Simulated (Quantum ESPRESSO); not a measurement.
## CaO (Lime): a worked LO-TO splitting

How high does the longitudinal optical mode of CaO (Lime) lie, given the transverse one, the Born charge and ε∞?

Program: Quantum ESPRESSO 7.5. Level of theory: DFT PBE, scalar-relativistic, plane waves, GBRV ultrasoft pseudopotentials. Results are calculated unless marked as measured.

## Step 1: The relaxed structure

Symmetry: Fm-3m, No. 225, cubic system. The conventional cell has a = 4.832 Å, b = 4.832 Å, c = 4.832 Å, α = 90.00°, β = 90.00°, γ = 90.00°. Ca has 6 O at 2.42 Å nearest. Nearest to O lie 6 Ca at 2.42 Å. Farther neighbours and most contacts between anions are not listed.

As a file:

```
CELL_PARAMETERS angstrom
-2.41589 0.00000 2.41589
0.00000 2.41589 2.41589
-2.41589 2.41589 0.00000
ATOMIC_POSITIONS crystal
Ca 0.00000 0.00000 0.00000
O 0.50000 0.50000 0.50000
```

This is the cell after its relaxation at this level of theory, not the database cell from which that began.

## Step 2: What the response run gave

A linear-response run on the relaxed cell, with the response to an electric field; only its zone-centre results are used. Cutoff 55 Ry, k mesh 8×8×8.

What it wrote:

```text
[banners, grids, parts of the stress and lines that vanish by symmetry left out]
Program PHONON v.7.5
     Reading xml data from directory:

[...]
Exchange-correlation= PBE
                           (   1   4   3   4   0   0   0)
[...]
kinetic-energy cut-off    =      55.0000  Ry
     charge density cut-off    =     440.0000  Ry
     convergence threshold     =      1.0E-18
[...]
Exchange-correlation= PBE
                           (   1   4   3   4   0   0   0)
[...]
q = (   0.0000000   0.0000000   0.0000000 )
     49 Sym.Ops. (with q -> -q+G )
     G cutoff =  929.1926  (  29627 G-vectors)     FFT grid: ( 45, 45, 45)
     G cutoff =  464.5963  (  10489 G-vectors)  smooth grid: ( 32, 32, 32)
     number of k points=    29
[...]
Mode symmetry, O_h (m-3m)  point group:
[...]
Dielectric constant
[...]
End of electric fields calculation
          Dielectric constant in cartesian axis
          (       3.776211004       0.000000000       0.000000000 )
          (       0.000000000       3.776211004      -0.000000000 )
          (       0.000000000       0.000000000       3.776211004 )
          Effective charges (d Force / dE) in cartesian axis without acoustic sum rule applied (asr)
           atom    1  Ca    Mean Z*:        2.35249
      Ex  (        2.35249       -0.00000       -0.00000 )
      Ey  (       -0.00000        2.35249        0.00000 )
      Ez  (       -0.00000        0.00000        2.35249 )
           atom    2  O     Mean Z*:       -2.35113
      Ex  (       -2.35113        0.00000       -0.00000 )
      Ey  (        0.00000       -2.35113        0.00000 )
      Ez  (       -0.00000        0.00000       -2.35113 )
          Effective charges Sum: Mean:        0.00136
[...]
Effective charges (d Force / dE) in cartesian axis with asr applied:
           atom    1  Ca    Mean Z*:        2.35181
[...]
atom    2  O     Mean Z*:       -2.35181
[...]
Representation #   1 modes #   1   2   3
[...]
End of self-consistent calculation
     Convergence has been achieved
     Representation #   2 modes #   4   5   6
[...]
End of self-consistent calculation
     Convergence has been achieved
[...]
Dielectric constant in cartesian axis
          (       3.776211004       0.000000000       0.000000000 )
          (       0.000000000       3.776211004      -0.000000000 )
          (       0.000000000       0.000000000       3.776211004 )
          Effective charges (d Force / dE) in cartesian axis without acoustic sum rule applied (asr)
           atom    1  Ca    Mean Z*:        2.35249
      Ex  (        2.35249       -0.00000       -0.00000 )
      Ey  (       -0.00000        2.35249        0.00000 )
      Ez  (       -0.00000        0.00000        2.35249 )
           atom    2  O     Mean Z*:       -2.35113
      Ex  (       -2.35113        0.00000       -0.00000 )
      Ey  (        0.00000       -2.35113        0.00000 )
      Ez  (       -0.00000        0.00000       -2.35113 )
          Effective charges Sum: Mean:        0.00136
[...]
Effective charges (d Force / dE) in cartesian axis with asr applied:
           atom    1  Ca    Mean Z*:        2.35181
[...]
atom    2  O     Mean Z*:       -2.35181
[...]
q = (    0.000000000   0.000000000   0.000000000 )
[...]
freq (    1) =       0.039905 [THz] =       1.331093 [cm-1]
     freq (    2) =       0.039905 [THz] =       1.331093 [cm-1]
     freq (    3) =       0.039905 [THz] =       1.331093 [cm-1]
     freq (    4) =       7.668410 [THz] =     255.790637 [cm-1]
     freq (    5) =       7.668410 [THz] =     255.790637 [cm-1]
     freq (    6) =       7.668410 [THz] =     255.790637 [cm-1]
[...]
Mode symmetry, O_h (m-3m)  point group:
     freq (   1-   3) =          1.3  [cm-1]   --> T_1u G_15  G_4- I
     freq (   4-   6) =        255.8  [cm-1]   --> T_1u G_15  G_4- I

   JOB DONE.
```

```tsv
quantity	value
cell volume Ω (Å³)	28.201
mass of Ca (u)	40.078
mass of O (u)	15.999
Born charge of Ca, raw (e)	2.353
Born charge of O, raw (e)	-2.351
ε∞	3.776
ω(TO) after the sum rule (cm⁻¹)	255.8
```

## Step 3: The calculation

The charges must sum to zero over the cell; taking off their mean, 0.001 e, leaves Z* = 2.352 e on Ca. In the polar mode Ca moves against O, so the reduced mass is μ = 40.08 × 16.00 / 56.08 = 11.434 u.

A longitudinal wave builds up a field that adds to the restoring force: ω(LO)² = ω(TO)² + 4π Z*² / (μ Ω ε∞), in Hartree atomic units. With μ = 20844 electron masses and Ω = 190.31 bohr³ the second term is 4.6400e-06 Ha², or 223507 cm⁻² (1 Ha = 219474.6 cm⁻¹).

So ω(LO) = √(65423 + 223507) = 537.5 cm⁻¹, and by the Lyddane-Sachs-Teller relation ε₀ = ε∞ (ω(LO)/ω(TO))² = 16.68.

## Step 4: Check against the program

The analysis program adds the same non-analytic term to the full matrix, here for q along (1 0 0).

What it wrote:

```text
[banner, memory and clock lines left out]
Program DYNMAT v.7.5

     Reading Dynamical Matrix from file g.dyn
     ...Force constants read
     ...epsilon and Z* read

     Polarizability (A^3 units)
     multiply by 0.519372 for Clausius-Mossotti correction
         6.230247    0.000000    0.000000
         0.000000    6.230247    0.000000
         0.000000   -0.000000    6.230247

     IR activities are in (D/A)^2/amu units

# mode   [cm-1]    [THz]      IR
    1      0.00    0.0000    0.0000
    2      0.00    0.0000    0.0000
    3      0.00    0.0000    0.0000
    4    255.78    7.6680   11.1599
    5    255.78    7.6680   11.1599
    6    537.52   16.1145   11.1599
```

ε₀ comes from the program's run without a direction of q.

```tsv
quantity	by hand	program
ω(LO) (cm⁻¹)	537.5	537.5
ε₀	16.68	16.68
```

## Step 5: Outcome

```
TO mode                    : 255.8 cm⁻¹
LO mode                    : 537.5 cm⁻¹
static dielectric constant : 16.68
```

What this shows: The LO mode of CaO (Lime) lies at 538 cm⁻¹, 282 cm⁻¹ above the TO mode; the formula meets the program within 0.1 cm⁻¹, as it must for a cubic crystal with one polar mode. ω(LO)² − ω(TO)² goes with Z*²/ε∞: an error of 5 % in ε∞ would move the LO mode by 10.0 cm⁻¹, and semilocal functionals tend to overestimate ε∞. These are harmonic values at zero temperature, at the volume of this functional, for the structure held cubic; stability elsewhere in the zone is no part of this calculation.

[Host names and launcher messages were left out of these logs when they were recorded.]

[Logs are printed without paths, hosts, clocks, repeated set-up lines and the standing remarks that a program may print on its own settings, such as how far it seeks lower states.]

[Hosts, paths, dates, database ids (printed as entryN), source tags and the programs' standing remarks are cut or masked in the printed files.]
